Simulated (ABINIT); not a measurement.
**PbO (P4/nmm): a self-consistent loop beyond G0W0, cycle by cycle**

How far does self-consistency move the gap of PbO (P4/nmm)?

Calculated with ABINIT 10.8.3; PBE and many-body steps on it, plane waves.

This is a report of a sequence of runs, with most program output left out.

The database entry behind the starting cell differs from later determinations by our own check (c about 1 % long), so it need not match the best structure at ambient conditions.

## Step 1: The starting structure

Symmetry: P4/nmm, No. 129, tetragonal system. Conventional cell: a = 3.975 Å, b = 3.975 Å, c = 5.023 Å, α = 90.00°, β = 90.00°, γ = 90.00°. Nearest to Pb lie 4 O at 2.32 Å. O has 4 Pb at 2.32 Å nearest. Farther neighbours and most contacts between anions are not listed.

The cell and positions come from the Crystallography Open Database and are kept as given unless a step says otherwise. Spin-orbit coupling is left out unless a step names it.

## Step 2: Empty states on the mesh, 4×4×2 mesh, 136 bands

This step: ABINIT 10.8.3; DFT, PBE, plane waves, norm-conserving pseudopotentials.

The sums over transitions need many empty states on a uniform mesh; this step solves for them.

run.abi reads:

```
acell 3*1.0 Angstrom
rprim 
  3.974800000000 0.000000000000 0.000000000000
  0.000000000000 3.974800000000 0.000000000000
  0.000000000000 0.000000000000 5.022700000000
ntypat 2
znucl 82 8
natom 4
typat 1 1 2 2
xred 
  0.000000000000 0.500000000000 0.238514000000
  0.500000000000 0.000000000000 0.761486000000
  0.000000000000 0.000000000000 0.000000000000
  0.500000000000 0.500000000000 0.000000000000
pp_dirpath "pseudos"
pseudos "Pb.upf, O.upf"
ecut 42
ngkpt 4 4 2
nshiftk 1
shiftk 0 0 0
kptopt 1
chksymbreak 0
iscf -2
irdden 1
istwfk *1
nband 136
nbdbuf 12
tolwfr 1e-09
nstep 60
prtvol 0
indata_prefix "in"
outdata_prefix "out"
tmpdata_prefix "tmp"
```

On the command line:

```
> OMP_NUM_THREADS=1 mpirun -n 8 abinit run.abi > log
```

Wall time 73 s (8 MPI ranks of Intel Xeon 6975P-C (Granite Rapids), shared host); peak memory 0.85 GiB.

Numbers from this step:

```
gap                                                           : 1.175 eV
k of the valence top                                          : 0, 0, 0
k of the conduction bottom                                    : 0.5, 0.5, 0
least direct gap                                              : 2.178 eV
k points computed                                             : 12
lowest point of the top converged band, above the valence top : 57.6166 eV
```

On this mesh the gap is 1.175 eV.

The density comes from a self-consistent run that is not shown.

## Step 3: Screening, 4×4×2 mesh, 124 bands, screening to 130.6 eV

The RPA dielectric matrix is built and inverted for each q.

This step: RPA screening on PBE, plane waves, norm-conserving pseudopotentials.

Edit run.abi of step 2 so:

```diff
@@ -22,10 +22,11 @@
 chksymbreak 0
-iscf -2
-irdden 1
 istwfk *1
-nband 136
-nbdbuf 12
-tolwfr 1e-09
-nstep 60
-prtvol 0
+occopt 1
+irdwfk 1
+optdriver 3
+nband 124
+ecuteps 4.8
+inclvkb 2
+awtr 1
+symchi 1
 indata_prefix "in"
```

Run time: 99 s. Hardware: 8 MPI ranks; peak memory 3.2 GiB.

Numbers from this step:

- ε∞ with local fields, on this mesh, along the program's q direction: 6.394
- the same without local fields: 7.271
- plasma frequency: 31.19 eV
- plane waves in the screening matrix: 277

Local fields lower ε∞ by 12 %. On a Γ-centred mesh this coarse the value itself is usually too large, while a short band sum pulls it down.

## Step 4: G0W0

The self-energy is evaluated for the states that the input lists, and the levels follow from it, in one-shot runs by the linearised quasiparticle equation.

This step: G0W0 on PBE, plane waves, norm-conserving pseudopotentials.

Edit run.abi of step 3 so:

```diff
@@ -25,8 +25,17 @@
 irdwfk 1
-optdriver 3
+optdriver 4
 nband 124
+gwcalctyp 0
+ecutsigx 42
+symsigma 1
+nkptgw 2
+kptgw 
+  0.0000000000 0.0000000000 0.0000000000
+  0.5000000000 0.5000000000 0.0000000000
+bdgw 
+  26 30
+  27 30
 ecuteps 4.8
-inclvkb 2
-awtr 1
-symchi 1
+irdscr 1
+ppmodel 1
 indata_prefix "in"
```

Run time: 12 s. Hardware: 8 MPI ranks; peak memory 2.2 GiB; 94 s of CPU time.

Numbers from this step:

```
G0W0 gap on the points computed              : 1.248 eV
starting gap on the mesh                     : 1.175 eV
k of the valence top                         : 0, 0, 0
k of the conduction bottom                   : 0.5, 0.5, 0
Z at the valence top                         : 0.793
Z at the conduction bottom                   : 0.839
least direct G0W0 gap on the computed points : 2.116 eV
```

The gap on the mesh goes from 1.17 eV to 1.25 eV, a correction of +0.07 eV.

## Step 5: evGW0, cycle 1

This step: evGW0 on PBE, plane waves, norm-conserving pseudopotentials.

Edit run.abi of step 4 so:

```diff
@@ -27,12 +27,32 @@
 nband 124
-gwcalctyp 0
+gwcalctyp 10
 ecutsigx 42
 symsigma 1
-nkptgw 2
+nkptgw 12
 kptgw 
   0.0000000000 0.0000000000 0.0000000000
+  0.2500000000 0.0000000000 0.0000000000
+  0.5000000000 0.0000000000 0.0000000000
+  0.2500000000 0.2500000000 0.0000000000
+  0.5000000000 0.2500000000 0.0000000000
   0.5000000000 0.5000000000 0.0000000000
+  0.0000000000 0.0000000000 0.5000000000
+  0.2500000000 0.0000000000 0.5000000000
+  0.5000000000 0.0000000000 0.5000000000
+  0.2500000000 0.2500000000 0.5000000000
+  0.5000000000 0.2500000000 0.5000000000
+  0.5000000000 0.5000000000 0.5000000000
 bdgw 
-  26 30
-  27 30
+  21 32
+  21 32
+  21 32
+  21 32
+  21 32
+  21 32
+  21 32
+  21 32
+  21 32
+  21 32
+  21 32
+  21 32
 ecuteps 4.8
```

Wall time 2.7 min (8 MPI ranks); peak memory 5 GiB; 21 min of CPU time.

This step gave:

```yaml
quasiparticle_gap_on_the_mesh: 1.254 eV
gap_of_the_density_functional_on_the_mesh: 1.175 eV
k_of_the_valence_top: 0, 0, 0
k_of_the_conduction_bottom: 0.5, 0.5, 0
z_at_the_valence_top: 0.793
z_at_the_conduction_bottom: 0.839
least_direct_quasiparticle_gap_on_the_computed_points: 2.074 eV
```

Against G0W0 in ABINIT (4×4×2 mesh, 124 bands, screening to 130.6 eV, Godby-Needs plasmon pole), the gap moves by +0.006 eV. This first cycle still uses the starting levels; it takes the full correction, at all points of the mesh, and its linearised value is 1.248 eV.

## Step 6: evGW0, cycle 2

The corrected levels of the last cycle go back in.

Edit run.abi of step 5 so:

```diff
@@ -60,2 +60,3 @@
 ppmodel 1
+irdqps 1
 indata_prefix "in"
```

The job ended after 3.2 min (8 MPI ranks; peak memory 4.8 GiB; 25 min of CPU time).

Numbers from this step:

| Property | Result |
| --- | --- |
| quasiparticle gap on the mesh | 1.286 eV |
| gap of the density functional on the mesh | 1.175 eV |
| k of the valence top | 0, 0, 0 |
| k of the conduction bottom | 0.5, 0.5, 0 |
| least direct quasiparticle gap on the computed points | 2.16 eV |

Against the cycle before, the gap moves by +0.032 eV.

## Step 7: evGW0, cycle 3

run.abi is that of step 6.

Wall time 2.9 min (8 MPI ranks); peak memory 4.8 GiB.

Numbers from this step:

| Item | Value |
| --- | --- |
| quasiparticle gap on the mesh | 1.277 eV |
| gap of the density functional on the mesh | 1.175 eV |
| k of the valence top | 0, 0, 0 |
| k of the conduction bottom | 0.5, 0.5, 0 |
| least direct quasiparticle gap on the computed points | 2.137 eV |

Against the cycle before, the gap moves by −0.009 eV.

## Step 8: Screening, 4×4×2 mesh, 124 bands, screening to 130.6 eV

This step: RPA screening on PBE, plane waves, norm-conserving pseudopotentials.

run.abi reads:

```
acell 3*1.0 Angstrom
rprim 
  3.974800000000 0.000000000000 0.000000000000
  0.000000000000 3.974800000000 0.000000000000
  0.000000000000 0.000000000000 5.022700000000
ntypat 2
znucl 82 8
natom 4
typat 1 1 2 2
xred 
  0.000000000000 0.500000000000 0.238514000000
  0.500000000000 0.000000000000 0.761486000000
  0.000000000000 0.000000000000 0.000000000000
  0.500000000000 0.500000000000 0.000000000000
pp_dirpath "pseudos"
pseudos "Pb.upf, O.upf"
ecut 42
ngkpt 4 4 2
nshiftk 1
shiftk 0 0 0
kptopt 1
chksymbreak 0
istwfk *1
occopt 1
irdwfk 1
optdriver 3
nband 124
ecuteps 4.8
inclvkb 2
awtr 1
symchi 1
gwcalctyp 10
mbpt_sciss 0.617 eV
nqptdm 1
qptdm 
  0 0 0
indata_prefix "in"
outdata_prefix "out"
tmpdata_prefix "tmp"
```

Wall time 28 s (8 MPI ranks); peak memory 3.5 GiB.

This step gave:

```yaml
eps_infinity_with_local_fields_on_this_mesh_along_the_program_s_q_direction: 5.811
the_same_without_local_fields: 6.571
plasma_frequency: 31.19 eV
plane_waves_in_the_screening_matrix: 277
```

This screening uses the functional's bands under a rigid shift, the mean opening of the cycle before.

## Step 9: Screening, 4×4×2 mesh, 124 bands, screening to 130.6 eV

This step: RPA screening on PBE from quasiparticle energies, plane waves, norm-conserving pseudopotentials.

Edit run.abi of step 8 so:

```diff
@@ -31,7 +31,17 @@
 symchi 1
+irdqps 1
 gwcalctyp 10
-mbpt_sciss 0.617 eV
-nqptdm 1
+nqptdm 11
 qptdm 
-  0 0 0
+  0.2500000000 0.0000000000 0.0000000000
+  0.5000000000 0.0000000000 0.0000000000
+  0.2500000000 0.2500000000 0.0000000000
+  0.5000000000 0.2500000000 0.0000000000
+  0.5000000000 0.5000000000 0.0000000000
+  0.0000000000 0.0000000000 0.5000000000
+  0.2500000000 0.0000000000 0.5000000000
+  0.5000000000 0.0000000000 0.5000000000
+  0.2500000000 0.2500000000 0.5000000000
+  0.5000000000 0.2500000000 0.5000000000
+  0.5000000000 0.5000000000 0.5000000000
 indata_prefix "in"
```

mrgscr.stdin reads:

```
2
merged
q0_SCR
out_SCR
1
```

On the command line:

```
> OMP_NUM_THREADS=1 mpirun -n 8 abinit run.abi > log; mrgscr < mrgscr.stdin
```

Elapsed: 70 s, on 8 MPI ranks; peak memory 3.1 GiB; 9.3 min of CPU time.

This step gave:

```
plasma frequency                    : 31.19 eV
plane waves in the screening matrix : 277
```

This screening reads the quasiparticle levels of the cycle before.

## Step 10: evGW, cycle 1

This step: evGW on PBE, plane waves, norm-conserving pseudopotentials.

Edit run.abi of step 9 so:

```diff
@@ -25,12 +25,10 @@
 irdwfk 1
-optdriver 3
+optdriver 4
 nband 124
-ecuteps 4.8
-inclvkb 2
-awtr 1
-symchi 1
-irdqps 1
 gwcalctyp 10
-nqptdm 11
-qptdm 
+ecutsigx 42
+symsigma 1
+nkptgw 12
+kptgw 
+  0.0000000000 0.0000000000 0.0000000000
   0.2500000000 0.0000000000 0.0000000000
@@ -46,2 +44,19 @@
   0.5000000000 0.5000000000 0.5000000000
+bdgw 
+  21 32
+  21 32
+  21 32
+  21 32
+  21 32
+  21 32
+  21 32
+  21 32
+  21 32
+  21 32
+  21 32
+  21 32
+ecuteps 4.8
+irdscr 1
+ppmodel 1
+irdqps 1
 indata_prefix "in"
```

On the command line:

```
> OMP_NUM_THREADS=1 mpirun -n 8 abinit run.abi > log
```

It took 3.7 min on 8 MPI ranks; peak memory 5 GiB.

Numbers from this step:

```yaml
quasiparticle_gap_on_the_mesh: 1.407 eV
gap_of_the_density_functional_on_the_mesh: 1.175 eV
k_of_the_valence_top: 0, 0, 0
k_of_the_conduction_bottom: 0.5, 0.5, 0
least_direct_quasiparticle_gap_on_the_computed_points: 2.305 eV
```

Against G0W0 in ABINIT (4×4×2 mesh, 124 bands, screening to 130.6 eV, Godby-Needs plasmon pole), the gap moves by +0.159 eV.

## Step 11: Screening, 4×4×2 mesh, 124 bands, screening to 130.6 eV

This step: RPA screening on PBE, plane waves, norm-conserving pseudopotentials.

run.abi reads:

```
acell 3*1.0 Angstrom
rprim 
  3.974800000000 0.000000000000 0.000000000000
  0.000000000000 3.974800000000 0.000000000000
  0.000000000000 0.000000000000 5.022700000000
ntypat 2
znucl 82 8
natom 4
typat 1 1 2 2
xred 
  0.000000000000 0.500000000000 0.238514000000
  0.500000000000 0.000000000000 0.761486000000
  0.000000000000 0.000000000000 0.000000000000
  0.500000000000 0.500000000000 0.000000000000
pp_dirpath "pseudos"
pseudos "Pb.upf, O.upf"
ecut 42
ngkpt 4 4 2
nshiftk 1
shiftk 0 0 0
kptopt 1
chksymbreak 0
istwfk *1
occopt 1
irdwfk 1
optdriver 3
nband 124
ecuteps 4.8
inclvkb 2
awtr 1
symchi 1
gwcalctyp 10
mbpt_sciss 0.766 eV
nqptdm 1
qptdm 
  0 0 0
indata_prefix "in"
outdata_prefix "out"
tmpdata_prefix "tmp"
```

The job ended after 34 s (8 MPI ranks; peak memory 3.4 GiB).

This step gave:

| Item | Value |
| --- | --- |
| ε∞ with local fields, on this mesh, along the program's q direction | 5.692 |
| the same without local fields | 6.429 |
| plasma frequency | 31.19 eV |
| plane waves in the screening matrix | 277 |

This screening uses the functional's bands under a rigid shift, the mean opening of the cycle before.

## Step 12: Screening, 4×4×2 mesh, 124 bands, screening to 130.6 eV

This step: RPA screening on PBE from quasiparticle energies, plane waves, norm-conserving pseudopotentials.

Edit run.abi of step 11 so:

```diff
@@ -31,7 +31,17 @@
 symchi 1
+irdqps 1
 gwcalctyp 10
-mbpt_sciss 0.766 eV
-nqptdm 1
+nqptdm 11
 qptdm 
-  0 0 0
+  0.2500000000 0.0000000000 0.0000000000
+  0.5000000000 0.0000000000 0.0000000000
+  0.2500000000 0.2500000000 0.0000000000
+  0.5000000000 0.2500000000 0.0000000000
+  0.5000000000 0.5000000000 0.0000000000
+  0.0000000000 0.0000000000 0.5000000000
+  0.2500000000 0.0000000000 0.5000000000
+  0.5000000000 0.0000000000 0.5000000000
+  0.2500000000 0.2500000000 0.5000000000
+  0.5000000000 0.2500000000 0.5000000000
+  0.5000000000 0.5000000000 0.5000000000
 indata_prefix "in"
```

mrgscr.stdin is that of step 9.

On the command line:

```
> OMP_NUM_THREADS=1 mpirun -n 8 abinit run.abi > log; mrgscr < mrgscr.stdin
```

Run time: 65 s. Hardware: 8 MPI ranks; peak memory 3.1 GiB.

This step gave:

```yaml
plasma_frequency: 31.19 eV
plane_waves_in_the_screening_matrix: 277
```

This screening reads the quasiparticle levels of the cycle before.

## Step 13: evGW, cycle 2

This step: evGW on PBE, plane waves, norm-conserving pseudopotentials.

Edit run.abi of step 12 so:

```diff
@@ -25,12 +25,10 @@
 irdwfk 1
-optdriver 3
+optdriver 4
 nband 124
-ecuteps 4.8
-inclvkb 2
-awtr 1
-symchi 1
-irdqps 1
 gwcalctyp 10
-nqptdm 11
-qptdm 
+ecutsigx 42
+symsigma 1
+nkptgw 12
+kptgw 
+  0.0000000000 0.0000000000 0.0000000000
   0.2500000000 0.0000000000 0.0000000000
@@ -46,2 +44,19 @@
   0.5000000000 0.5000000000 0.5000000000
+bdgw 
+  21 32
+  21 32
+  21 32
+  21 32
+  21 32
+  21 32
+  21 32
+  21 32
+  21 32
+  21 32
+  21 32
+  21 32
+ecuteps 4.8
+irdscr 1
+ppmodel 1
+irdqps 1
 indata_prefix "in"
```

On the command line:

```
> OMP_NUM_THREADS=1 mpirun -n 8 abinit run.abi > log
```

Wall time 4 min (8 MPI ranks); peak memory 5 GiB.

This step gave:

```yaml
quasiparticle_gap_on_the_mesh: 1.423 eV
gap_of_the_density_functional_on_the_mesh: 1.175 eV
k_of_the_valence_top: 0, 0, 0
k_of_the_conduction_bottom: 0.5, 0.5, 0
least_direct_quasiparticle_gap_on_the_computed_points: 2.323 eV
```

Against the cycle before, the gap moves by +0.016 eV.

## Step 14: Screening, 4×4×2 mesh, 124 bands, screening to 130.6 eV

This step: RPA screening on PBE, plane waves, norm-conserving pseudopotentials.

run.abi reads:

```
acell 3*1.0 Angstrom
rprim 
  3.974800000000 0.000000000000 0.000000000000
  0.000000000000 3.974800000000 0.000000000000
  0.000000000000 0.000000000000 5.022700000000
ntypat 2
znucl 82 8
natom 4
typat 1 1 2 2
xred 
  0.000000000000 0.500000000000 0.238514000000
  0.500000000000 0.000000000000 0.761486000000
  0.000000000000 0.000000000000 0.000000000000
  0.500000000000 0.500000000000 0.000000000000
pp_dirpath "pseudos"
pseudos "Pb.upf, O.upf"
ecut 42
ngkpt 4 4 2
nshiftk 1
shiftk 0 0 0
kptopt 1
chksymbreak 0
istwfk *1
occopt 1
irdwfk 1
optdriver 3
nband 124
ecuteps 4.8
inclvkb 2
awtr 1
symchi 1
gwcalctyp 10
mbpt_sciss 0.784 eV
nqptdm 1
qptdm 
  0 0 0
indata_prefix "in"
outdata_prefix "out"
tmpdata_prefix "tmp"
```

It took 41 s on 8 MPI ranks; peak memory 3.3 GiB.

This step gave:

```
ε∞ with local fields, on this mesh, along the program's q direction : 5.678
the same without local fields                                       : 6.412
plasma frequency                                                    : 31.19 eV
plane waves in the screening matrix                                 : 277
```

This screening uses the functional's bands under a rigid shift, the mean opening of the cycle before.

## Step 15: Screening, 4×4×2 mesh, 124 bands, screening to 130.6 eV

This step: RPA screening on PBE from quasiparticle energies, plane waves, norm-conserving pseudopotentials.

Edit run.abi of step 14 so:

```diff
@@ -31,7 +31,17 @@
 symchi 1
+irdqps 1
 gwcalctyp 10
-mbpt_sciss 0.784 eV
-nqptdm 1
+nqptdm 11
 qptdm 
-  0 0 0
+  0.2500000000 0.0000000000 0.0000000000
+  0.5000000000 0.0000000000 0.0000000000
+  0.2500000000 0.2500000000 0.0000000000
+  0.5000000000 0.2500000000 0.0000000000
+  0.5000000000 0.5000000000 0.0000000000
+  0.0000000000 0.0000000000 0.5000000000
+  0.2500000000 0.0000000000 0.5000000000
+  0.5000000000 0.0000000000 0.5000000000
+  0.2500000000 0.2500000000 0.5000000000
+  0.5000000000 0.2500000000 0.5000000000
+  0.5000000000 0.5000000000 0.5000000000
 indata_prefix "in"
```

mrgscr.stdin is that of step 12.

On the command line:

```
> OMP_NUM_THREADS=1 mpirun -n 8 abinit run.abi > log; mrgscr < mrgscr.stdin
```

The job ended after 80 s (8 MPI ranks; peak memory 3.1 GiB; 11 min of CPU time).

This step gave:

- plasma frequency: 31.19 eV
- plane waves in the screening matrix: 277

This screening reads the quasiparticle levels of the cycle before.

## Step 16: evGW, cycle 3

This step: evGW on PBE, plane waves, norm-conserving pseudopotentials.

Edit run.abi of step 15 so:

```diff
@@ -25,12 +25,10 @@
 irdwfk 1
-optdriver 3
+optdriver 4
 nband 124
-ecuteps 4.8
-inclvkb 2
-awtr 1
-symchi 1
-irdqps 1
 gwcalctyp 10
-nqptdm 11
-qptdm 
+ecutsigx 42
+symsigma 1
+nkptgw 12
+kptgw 
+  0.0000000000 0.0000000000 0.0000000000
   0.2500000000 0.0000000000 0.0000000000
@@ -46,2 +44,19 @@
   0.5000000000 0.5000000000 0.5000000000
+bdgw 
+  21 32
+  21 32
+  21 32
+  21 32
+  21 32
+  21 32
+  21 32
+  21 32
+  21 32
+  21 32
+  21 32
+  21 32
+ecuteps 4.8
+irdscr 1
+ppmodel 1
+irdqps 1
 indata_prefix "in"
```

On the command line:

```
> OMP_NUM_THREADS=1 mpirun -n 8 abinit run.abi > log
```

The job ended after 3.2 min (8 MPI ranks; peak memory 4.8 GiB).

This step gave:

| Quantity | Value |
| --- | --- |
| quasiparticle gap on the mesh | 1.425 eV |
| gap of the density functional on the mesh | 1.175 eV |
| k of the valence top | 0, 0, 0 |
| k of the conduction bottom | 0.5, 0.5, 0 |
| least direct quasiparticle gap on the computed points | 2.326 eV |

Against the cycle before, the gap moves by +0.002 eV.

## Step 17: The runs together

Times are wall times on 8 MPI ranks of Intel Xeon 6975P-C (Granite Rapids), shared host, good to a factor of about two. A run's time includes the screening step that it read.

| run | mesh | bands | screening cutoff (eV) | DFT gap (eV) | gap on the mesh (eV) | direct (eV) | ε∞ used | time |
| --- | --- | --- | --- | --- | --- | --- | --- | --- |
| G0W0 | 4×4×2 | 124 | 130.6 | 1.175 | 1.248 | 2.116 | 6.39 | 1.9 min |
| evGW0, cycle 1 | 4×4×2 | 124 | 130.6 | 1.175 | 1.254 | 2.074 | 6.39 | 4.3 min |
| evGW0, cycle 2 | 4×4×2 | 124 | 130.6 | 1.175 | 1.286 | 2.160 | 6.39 | 4.8 min |
| evGW0, cycle 3 | 4×4×2 | 124 | 130.6 | 1.175 | 1.277 | 2.137 | 6.39 | 4.5 min |
| evGW, cycle 1 | 4×4×2 | 124 | 130.6 | 1.175 | 1.407 | 2.305 | 5.81 | 5.4 min |
| evGW, cycle 2 | 4×4×2 | 124 | 130.6 | 1.175 | 1.423 | 2.323 | 5.69 | 5.6 min |
| evGW, cycle 3 | 4×4×2 | 124 | 130.6 | 1.175 | 1.425 | 2.326 | 5.68 | 5.2 min |

## Step 18: Summary of results

```
G0W0           : 1.248 eV
evGW0, cycle 1 : 1.254 eV
evGW0, cycle 2 : 1.286 eV
evGW0, cycle 3 : 1.277 eV
evGW, cycle 1  : 1.407 eV
evGW, cycle 2  : 1.423 eV
evGW, cycle 3  : 1.425 eV
known limits   : not at the basis limit; no spin-orbit coupling; coarse k mesh
```

In words: Only the bands that the input lists are updated; the others, empty or deep, keep the functional's energies or take a rigid shift. The evGW loop starts from the last levels of evGW0, so its cycles and time come on top of those. evGW0 ends at 1.28 eV, +0.03 eV from G0W0, after 3 cycles that took 8.7 min beside the first screening; the last moved the gap by 0.009 eV. evGW ends at 1.43 eV, +0.18 eV from G0W0, after 3 cycles that took 16 min beside the first screening; the last moved the gap by 0.002 eV. Bands and cutoff are finite, so the gap is not at the basis limit. The miss can reach some tenths of an eV and take either sign; the mesh is an error of its own. The 4×4×2 mesh is coarse for this cell, which bears on the long-range parts of exchange and screening. Where an edge is built on 6p states of lead, bismuth or thallium, scalar-relativistic gaps usually stand too wide, by a few tenths to over one eV. In the updated screening the q = 0 part is built from Kohn-Sham bands under a rigid shift, the other q from the quasiparticle levels. The many-body steps are scalar-relativistic: spin-orbit coupling is not in them.

[Paths, hosts, dates, memory and timing lines, banners, echoed tables and standing remarks are left out of the program output.]

[Logs are printed without paths, hosts, clocks, repeated set-up lines and the standing remarks that a program may print on its own settings, such as how far it seeks lower states.]

[Runs of the session that timed out or met a known fault of the program may be left out.]

[Hosts, paths, dates, database ids (printed as entryN), source tags and the programs' standing remarks are cut or masked in the printed files.]

[G0W0 gaps are taken among the corrected bands and points alone; a level outside them can change the order at an edge.]

[Where Ansatz stands beside ABINIT at settings called matched, ABINIT's density can come from a denser mesh and the files from another edition; pairs whose starting gaps differed by over 0.03 eV were left out, so agreement reads better than it is.]
